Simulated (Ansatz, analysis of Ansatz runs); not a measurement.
# Moving an added hole between O sites in Cr2TeO6 (P4_2/mnm), part 2 of 3

Question: does an added hole stay on the O atom where it is started in Cr2TeO6 (P4_2/mnm), and if so, how high is the barrier for a hop to another O site nearby? Model: a cell of 72 host atoms.

Ansatz 0.2.0; plane-wave PAW DFT, PBEsol+U; relaxation of all atoms of a supercell at fixed charge in a uniform background; PAW set soft_1.

So far. Step 2 (The cell without the carrier): The largest displacement from an ideal site is 0.041 Å.

**3. The hole on the first site**

The nearest neighbour or neighbours of the site start displaced and the site's starting moment is changed by the carrier's spin, since a carrier doesn't trap itself in the undistorted lattice.

Input file A.relax/input.yaml:

```yaml
crystal:
  lattice:
    - [0.0, 6.44872092, 9.0824512]
    - [6.44871104, 0.0, 9.0824512]
    - [6.44871104, 6.44872092, 0.0]
  atoms:
    - { symbol: Cr, position: [0.417772, 0.417722, 0.082177], spin: 2.0 }
    - { symbol: Cr, position: [0.419488, 0.399266, 0.580467], spin: 2.0 }
    - { symbol: Cr, position: [0.917772, 0.917722, 0.082178], spin: 2.0 }
    - { symbol: Cr, position: [0.917771, 0.917722, 0.582181], spin: 2.0 }
    - { symbol: Cr, position: [0.082737, 0.582689, 0.417211], spin: 2.0 }
    - { symbol: Cr, position: [0.082737, 0.582688, 0.917211], spin: 2.0 }
    - { symbol: Cr, position: [0.582743, 0.082683, 0.417217], spin: 2.0 }
    - { symbol: Cr, position: [0.582737, 0.082688, 0.917208], spin: 2.0 }
    - { symbol: Cr, position: [0.41777, 0.917726, 0.082181], spin: -2.0 }
    - { symbol: Cr, position: [0.417771, 0.917721, 0.582176], spin: -2.0 }
    - { symbol: Cr, position: [0.917773, 0.417717, 0.082178], spin: -2.0 }
    - { symbol: Cr, position: [0.917771, 0.417724, 0.582179], spin: -2.0 }
    - { symbol: Cr, position: [0.082741, 0.082684, 0.417213], spin: -2.0 }
    - { symbol: Cr, position: [0.082734, 0.082689, 0.917209], spin: -2.0 }
    - { symbol: Cr, position: [0.601183, 0.580976, 0.39877], spin: -2.0 }
    - { symbol: Cr, position: [0.582736, 0.582684, 0.917211], spin: -2.0 }
    - { symbol: Te, position: [0.250259, 0.250204, 0.249692] }
    - { symbol: Te, position: [0.250249, 0.250206, 0.749699] }
    - { symbol: Te, position: [0.750257, 0.750202, 0.249693] }
    - { symbol: Te, position: [0.750249, 0.750203, 0.749699] }
    - { symbol: Te, position: [0.250254, 0.750211, 0.249696] }
    - { symbol: Te, position: [0.234752, 0.765705, 0.7652] }
    - { symbol: Te, position: [0.750256, 0.250206, 0.249693] }
    - { symbol: Te, position: [0.750257, 0.250199, 0.749692] }
    - { symbol: O, position: [0.398157, 0.102307, 0.397592] }
    - { symbol: O, position: [0.398141, 0.102316, 0.897606] }
    - { symbol: O, position: [0.898153, 0.602306, 0.397594] }
    - { symbol: O, position: [0.898143, 0.602314, 0.8976] }
    - { symbol: O, position: [0.398145, 0.602317, 0.101794] }
    - { symbol: O, position: [0.398148, 0.602303, 0.601793], spin: 1.0 }
    - { symbol: O, position: [0.898146, 0.102315, 0.101789] }
    - { symbol: O, position: [0.898157, 0.102303, 0.601789] }
    - { symbol: O, position: [0.102359, 0.898099, 0.397601] }
    - { symbol: O, position: [0.102365, 0.898094, 0.897596] }
    - { symbol: O, position: [0.602363, 0.398099, 0.397595] }
    - { symbol: O, position: [0.602359, 0.398092, 0.8976] }
    - { symbol: O, position: [0.102368, 0.398093, 0.101788] }
    - { symbol: O, position: [0.102354, 0.398106, 0.601794] }
    - { symbol: O, position: [0.602368, 0.898095, 0.101787] }
    - { symbol: O, position: [0.602355, 0.898098, 0.601798] }
    - { symbol: O, position: [0.425184, 0.734643, 0.265265] }
    - { symbol: O, position: [0.425199, 0.73462, 0.76525] }
    - { symbol: O, position: [0.925189, 0.234636, 0.265263] }
    - { symbol: O, position: [0.925193, 0.234626, 0.765254] }
    - { symbol: O, position: [0.234679, 0.925148, 0.07477] }
    - { symbol: O, position: [0.234688, 0.925132, 0.574763] }
    - { symbol: O, position: [0.734683, 0.42514, 0.074768] }
    - { symbol: O, position: [0.734682, 0.425136, 0.574764] }
    - { symbol: O, position: [0.265828, 0.575274, 0.424619] }
    - { symbol: O, position: [0.265826, 0.575266, 0.924624] }
    - { symbol: O, position: [0.765831, 0.07527, 0.424623] }
    - { symbol: O, position: [0.765827, 0.075263, 0.924618] }
    - { symbol: O, position: [0.234687, 0.425138, 0.265261] }
    - { symbol: O, position: [0.234677, 0.425141, 0.76526] }
    - { symbol: O, position: [0.734685, 0.925135, 0.265263] }
    - { symbol: O, position: [0.734677, 0.925141, 0.765258] }
    - { symbol: O, position: [0.425194, 0.23463, 0.07477] }
    - { symbol: O, position: [0.42518, 0.234634, 0.574768] }
    - { symbol: O, position: [0.925195, 0.734626, 0.074772] }
    - { symbol: O, position: [0.92518, 0.734637, 0.574766] }
    - { symbol: O, position: [0.265831, 0.075268, 0.234128] }
    - { symbol: O, position: [0.265823, 0.075272, 0.73413] }
    - { symbol: O, position: [0.765829, 0.57527, 0.234128] }
    - { symbol: O, position: [0.765825, 0.575267, 0.734134] }
    - { symbol: O, position: [0.075321, 0.765781, 0.234127] }
    - { symbol: O, position: [0.075323, 0.765771, 0.734126] }
    - { symbol: O, position: [0.575319, 0.265782, 0.234135] }
    - { symbol: O, position: [0.575325, 0.265766, 0.734123] }
    - { symbol: O, position: [0.07533, 0.265771, 0.424622] }
    - { symbol: O, position: [0.075307, 0.265784, 0.924619] }
    - { symbol: O, position: [0.575325, 0.765773, 0.424627] }
    - { symbol: O, position: [0.575311, 0.76578, 0.924625] }
total_charge: 1
basis:
  ecutwfc: 420
  xc_grid: 2
hamiltonian:
  xc: pbesol
  hubbard:
    sites: [{ species: Cr, l: d, u_eff: 4.0 }, { species: O, l: p, u_eff: 7.0 }]
    projectors: ortho-atomic
  pseudopotentials: { kind: paw, azcp: { folder: soft_1 }, xc_functional: pbe }
kpoints:
  mp_grid: { grid: [1, 1, 1] }
magnetization:
  spin_polarized: true
  initial_magnetization: 1
  spin_locking: { lock_magnetization: hard }
scf:
  occupations: { method: fermi_dirac, width: 0.01 }
  max_iter: 120
  lower_state_search: "off"
output:
  forces: true
relax:
  f_tol: 0.015
  max_steps: 70
  escape_saddle: false
checkpoint:
  write: "../A.relax.run"
  compress: false
  write_wavefunctions: true
  write_every: 100000
```

Run with:

```console
$ ansatz run input.yaml --threads 4 --pin off --max-ram 17899MiB --backend cpu --events-out ev --progress --plain --runs-dir out
```

Numbers of over 12 decimals in the logs are rounded to 6 here.

The program printed:

```text
[...]
Crystal: 72 atoms, lattice volume = 755.405 Å³
Basis set: ecut = 420 eV, 14795 PW (Γ), exchange–correlation on 150×150×128 points (8 copies of the dense FFT grid, shifted against one another)
Bands: 392, of which v1, the nominal top of the filled ones, is band 320 counted from 1 (319 counted from 0)
Symmetry: 1 space group operations
[...]
k-points: 1
[...]
Starting moments: Σ|m| = 33 μB on 17 of 72 sites
[...]
SCF iter   1: F=—  HF=-135498.693584 eV  |F-HF|=—  |Δ(HF+E_count)|=         —  Δρ=6.84e-2 (↑6.81e-2 ↓6.84e-2)  dr2=6.36e1  dr2_m=1.72e1  M=1.000 μB ∫|m|=51.913 μB  β_m=0.30  ethr=3.10e-3  ⟨swp⟩=5.0  Hψ=2894  notcnv=0  defer=16
[...]
SCF iter  10: F=-135562.789976 eV  HF=-135562.789977 eV  |F-HF|=4.96e-7  |Δ(HF+E_count)|=   2.21e-7  Δρ=1.23e-5 (↑1.23e-5 ↓1.11e-5)  dr2=2.97e-6  dr2_m=1.59e-7  M=1.000 μB ∫|m|=52.592 μB  ethr=8.80e-10  ⟨swp⟩=4.0  Hψ=2334  notcnv=0
SCF 1 converged in 10 iterations: F = -135562.789976 eV  dr2 = 2.97e-6
[...]
relax step   1: F+E_penalty+E_count = -135562.78997606 eV  Δ(F+E_penalty+E_count) = +0.000e0 eV  max|allowed force component| = 6.220e0 eV/Å  Δτ_max = 0.0000 Å  (10 SCF iters, dr2 threshold 5.63e-6 eV, accepted)
[...]
relax step   2: F+E_penalty+E_count = -135563.59017600 eV  Δ(F+E_penalty+E_count) = -8.002e-1 eV  max|allowed force component| = 1.451e0 eV/Å  Δτ_max = 0.0794 Å  (6 SCF iters, dr2 threshold 1.00e-4 eV, accepted)
relax step   3: F+E_penalty+E_count = -135562.62940978 eV  Δ(F+E_penalty+E_count) = +9.608e-1 eV  max|allowed force component| = 2.525e0 eV/Å  Δτ_max = 0.2000 Å  (8 SCF iters, dr2 threshold 1.00e-4 eV, rejected (line search))
relax step   4: F+E_penalty+E_count = -135563.78729073 eV  Δ(F+E_penalty+E_count) = -1.971e-1 eV  max|allowed force component| = 1.649e-1 eV/Å  Δτ_max = 0.0602 Å  (11 SCF iters, accepted)
relax step   5: F+E_penalty+E_count = -135563.79308568 eV  Δ(F+E_penalty+E_count) = -5.795e-3 eV  max|allowed force component| = 1.537e-1 eV/Å  Δτ_max = 0.0073 Å  (6 SCF iters, dr2 threshold 1.70e-6 eV, accepted)
relax step   6: F+E_penalty+E_count = -135563.79379244 eV  Δ(F+E_penalty+E_count) = -7.068e-4 eV  max|allowed force component| = 1.687e-2 eV/Å  Δτ_max = 0.0034 Å  (5 SCF iters, dr2 threshold 1.48e-6 eV, accepted)
SCF iter   1: F=—  HF=-135563.793398 eV  |F-HF|=—  |Δ(HF+E_count)|=         —  Δρ=6.37e-5 (↑6.24e-5 ↓6.37e-5)  dr2=2.11e-5  dr2_m=1.30e-5  M=1.000 μB ∫|m|=52.551 μB  β_m=0.30  ethr=7.46e-8  ⟨swp⟩=4.0  Hψ=1888  notcnv=0  defer=130
[...]
SCF iter   5: F=-135563.793839 eV  HF=-135563.793839 eV  |F-HF|=1.17e-8  |Δ(HF+E_count)|=   1.32e-7  Δρ=1.83e-6 (↑1.56e-6 ↓1.83e-6)  dr2=4.37e-8  dr2_m=4.48e-9  M=1.000 μB ∫|m|=52.550 μB  ethr=1.56e-11  ⟨swp⟩=4.0  Hψ=2469  notcnv=0
SCF 7 converged in 5 iterations: F = -135563.793839 eV  dr2 = 4.37e-8
relax step   7: F+E_penalty+E_count = -135563.79383934 eV  Δ(F+E_penalty+E_count) = -4.691e-5 eV  max|allowed force component| = 6.024e-3 eV/Å  Δτ_max = 0.0006 Å  (5 SCF iters, accepted)
NSCF: frozen V_eff on 1 k-points
[...]
SCF converged after 5 iterations
Magnetization: 1.0000 μB (320.0000 up, 319.0000 down)
Absolute magnetization: 52.6525 μB (∫|ρ↑−ρ↓|, with the PAW one-centre terms)
[...]
Per-site moments (μB) at R_I (Å): [(2.508397, 0.818890), (2.470360, 0.802841), (2.498350, 0.815692), [... 69 left out ...]
Free energy (F): -135563.793839 eV
[...]
Internal energy: -135563.793839 eV  (E = F + TS)
E sigma→0 (E₀):  -135563.793839 eV
Fermi energy:    9.708530 (↑ 9.808267, ↓ 9.705298) eV
[...]
--- Forces (eV/Å), atoms counted from 1 ---
  atom   1  Cr    -0.00041264    -0.00019856    -0.00023995
  atom   2  Cr    -0.00088852    -0.00000034     0.00263440
  [... 7 atoms left out ...]
  atom  10  Cr     0.00105160     0.00000063     0.00105510
  [... 4 atoms left out ...]
  atom  15  Cr    -0.00146786     0.00000033    -0.00179652
  [... 6 atoms left out ...]
  atom  22  Te     0.00257770    -0.00000067    -0.00028187
  [... 7 atoms left out ...]
  atom  30  O     -0.00144156     0.00000354    -0.00053283
  [... 2 atoms left out ...]
  atom  33  O     -0.00012397     0.00042467    -0.00016781
  [... 7 atoms left out ...]
  atom  41  O      0.00008453    -0.00006414     0.00062744
  atom  42  O      0.00049547     0.00033929    -0.00046909
  [... 3 atoms left out ...]
  atom  46  O      0.00048811    -0.00033978    -0.00046876
  [... 19 atoms left out ...]
  atom  66  O      0.00015325    -0.00014421     0.00034927
  [... 4 atoms left out ...]
  atom  71  O     -0.00102584     0.00000261     0.00174910
  [... 1 atom left out ...]
  max |Σ_I F_I| component: 1.30e-4 eV/Å
--- Band table (eV) ---
[...]
Occupation matrices written to <dir>
--- Relaxed structure (7 steps of the walk, 6 accepted, 0 SCFs on fresh bases) ---
  F+E_penalty+E_count = -135563.79383934 eV   max|allowed force component| = 6.024e-3 eV/Å
  atoms:
    - { symbol: Cr, position: [0.419109, 0.416462, 0.082799] }
    - { symbol: Cr, position: [0.421529, 0.407651, 0.578421] }
    [... 7 atoms left out ...]
    - { symbol: Cr, position: [0.418941, 0.916889, 0.581009] }
    [... 4 atoms left out ...]
    - { symbol: Cr, position: [0.589730, 0.579887, 0.410220] }
    [... 6 atoms left out ...]
    - { symbol: Te, position: [0.236948, 0.763870, 0.763001] }
    [... 7 atoms left out ...]
    - { symbol: O, position: [0.404333, 0.599941, 0.595616] }
    [... 2 atoms left out ...]
    - { symbol: O, position: [0.103262, 0.897364, 0.397659] }
    [... 7 atoms left out ...]
    - { symbol: O, position: [0.425601, 0.733429, 0.266411] }
    - { symbol: O, position: [0.422980, 0.733680, 0.765978] }
    [... 3 atoms left out ...]
    - { symbol: O, position: [0.233971, 0.922688, 0.576970] }
    [... 19 atoms left out ...]
    - { symbol: O, position: [0.078999, 0.765838, 0.732275] }
    [... 4 atoms left out ...]
    - { symbol: O, position: [0.576501, 0.763640, 0.423448] }
    [... 1 atom left out ...]
```

It took 2.3 min on 4 threads of Arm Neoverse V1, shared host; peak memory 2.1 GiB.

Step by step:

```tsv
step	energy less that of the first step (eV)	largest force component (eV/Å)
1	0.0000	6.2200
2	-0.8002	1.4513
3	0.1606	2.5253
4	-0.9973	0.1649
5	-1.0031	0.1537
6	-1.0038	0.0169
7	-1.0039	0.0060
```

Relaxation step 3 was tried and not accepted.

The atoms that moved most (Å):

```tsv
atom	dx	dy	dz	length
Cr15	0.067	0.000	-0.114	0.132
Cr2	0.041	0.000	0.095	0.103
O34	0.099	0.000	-0.002	0.099
O30	-0.055	0.000	0.035	0.065
Cr3	0.050	0.000	-0.022	0.054
Cr14	0.051	0.000	0.018	0.054
O50	-0.011	-0.012	0.034	0.038
O66	-0.011	0.012	0.034	0.038
```

The moves above count from the input, in which the site's nearest neighbours were already displaced; the distances below compare with the cell without the carrier.

Distances from O30 without and with the hole:

```tsv
atom	without (Å)	with (Å)
Te22	1.91	2.14
Cr2	1.99	2.09
Cr15	1.99	2.00
O35	2.63	2.59
```

The largest changes of the moments are 0.80 μB on O30, 0.05 μB on Cr15 and -0.05 μB on Cr2. The largest part sits on the chosen site.

**4. The hole on the second site**

The same start is made on the second site, to get the end of the hop.

Input file B.relax/input.yaml:

```yaml
crystal:
  lattice:
    - [0.0, 6.44872092, 9.0824512]
    - [6.44871104, 0.0, 9.0824512]
    - [6.44871104, 6.44872092, 0.0]
  atoms:
    - { symbol: Cr, position: [0.417772, 0.417722, 0.082177], spin: 2.0 }
    - { symbol: Cr, position: [0.417776, 0.417713, 0.582179], spin: 2.0 }
[... 12 atom lines left out ...]
    - { symbol: Cr, position: [0.582735, 0.582687, 0.417217], spin: -2.0 }
[... 6 atom lines left out ...]
    - { symbol: Te, position: [0.251838, 0.731774, 0.768118] }
[... 7 atom lines left out ...]
    - { symbol: O, position: [0.398148, 0.602303, 0.601793] }
[... 11 atom lines left out ...]
    - { symbol: O, position: [0.425199, 0.73462, 0.76525] }
[... 3 atom lines left out ...]
    - { symbol: O, position: [0.234688, 0.925132, 0.574763], spin: 1.0 }
[... 19 atom lines left out ...]
    - { symbol: O, position: [0.075323, 0.765771, 0.734126] }
[... 5 atom lines left out ...]
    - { symbol: O, position: [0.575311, 0.76578, 0.924625] }
total_charge: 1
basis:
  ecutwfc: 420
  xc_grid: 2
hamiltonian:
  xc: pbesol
  hubbard:
    sites: [{ species: Cr, l: d, u_eff: 4.0 }, { species: O, l: p, u_eff: 7.0 }]
    projectors: ortho-atomic
  pseudopotentials: { kind: paw, azcp: { folder: soft_1 }, xc_functional: pbe }
kpoints:
  mp_grid: { grid: [1, 1, 1] }
magnetization:
  spin_polarized: true
  initial_magnetization: 1
  spin_locking: { lock_magnetization: hard }
scf:
  occupations: { method: fermi_dirac, width: 0.01 }
  max_iter: 120
  lower_state_search: "off"
output:
  forces: true
relax:
  f_tol: 0.015
  max_steps: 70
  escape_saddle: false
checkpoint:
  write: "../B.relax.run"
  compress: false
  write_wavefunctions: true
  write_every: 100000
```

The program printed:

```text
[...]
Crystal: 72 atoms, lattice volume = 755.405 Å³
Basis set: ecut = 420 eV, 14795 PW (Γ), exchange–correlation on 150×150×128 points (8 copies of the dense FFT grid, shifted against one another)
Bands: 392, of which v1, the nominal top of the filled ones, is band 320 counted from 1 (319 counted from 0)
Symmetry: 1 space group operations
[...]
k-points: 1
[...]
Starting moments: Σ|m| = 33 μB on 17 of 72 sites
[...]
SCF iter   1: F=—  HF=-135498.933160 eV  |F-HF|=—  |Δ(HF+E_count)|=         —  Δρ=6.82e-2 (↑6.80e-2 ↓6.82e-2)  dr2=6.37e1  dr2_m=1.70e1  M=1.000 μB ∫|m|=51.868 μB  β_m=0.30  ethr=3.10e-3  ⟨swp⟩=5.0  Hψ=2891  notcnv=0  defer=16
[...]
F+E_penalty+E_count = -135563.87095814 eV   max|allowed force component| = 4.133e-3 eV/Å
  atoms:
    - { symbol: Cr, position: [0.420458, 0.413204, 0.086694] }
    - { symbol: Cr, position: [0.417398, 0.417794, 0.581556] }
[...]
- { symbol: Cr, position: [0.422001, 0.918255, 0.581644] }
[...]
- { symbol: Cr, position: [0.584064, 0.582365, 0.416212] }
[...]
- { symbol: Te, position: [0.253899, 0.735957, 0.763942] }
[...]
- { symbol: O, position: [0.394839, 0.607846, 0.601855] }
[...]
- { symbol: O, position: [0.102908, 0.899501, 0.397374] }
    [... 7 atoms left out ...]
    - { symbol: O, position: [0.424654, 0.735384, 0.266066] }
    - { symbol: O, position: [0.422561, 0.736145, 0.763753] }
    [... 3 atoms left out ...]
    - { symbol: O, position: [0.233984, 0.934811, 0.565088] }
    [... 19 atoms left out ...]
    - { symbol: O, position: [0.078083, 0.763494, 0.736405] }
    [... 4 atoms left out ...]
    - { symbol: O, position: [0.574073, 0.766987, 0.425155] }
    [... 1 atom left out ...]
[key lines of the parts left out:]
SCF converged after 4 iterations
Magnetization: 1.0000 μB (320.0000 up, 319.0000 down)
Free energy (F): -135563.870958 eV
Fermi energy:    9.773703 (↑ 9.799346, ↓ 9.766391) eV
```

Run time: 2.3 min. Hardware: 4 threads; peak memory 2.1 GiB.

Distances from O46 without and with the hole:

```tsv
atom	without (Å)	with (Å)
Te22	1.90	2.15
Cr13	2.00	2.01
Cr10	2.01	2.04
O42	2.46	2.50
```

The largest changes of the moments are 0.78 μB on O46, 0.08 μB on Cr13 and 0.06 μB on Cr10. The largest part sits on the chosen site.

[end of part 2 of 3]

[Logs are printed without paths, hosts, clocks, repeated set-up lines and the standing remarks that a program may print on its own settings, such as how far it seeks lower states.]

[Hosts, paths, dates, database ids (printed as entryN), source tags and the programs' standing remarks are cut or masked in the printed files.]
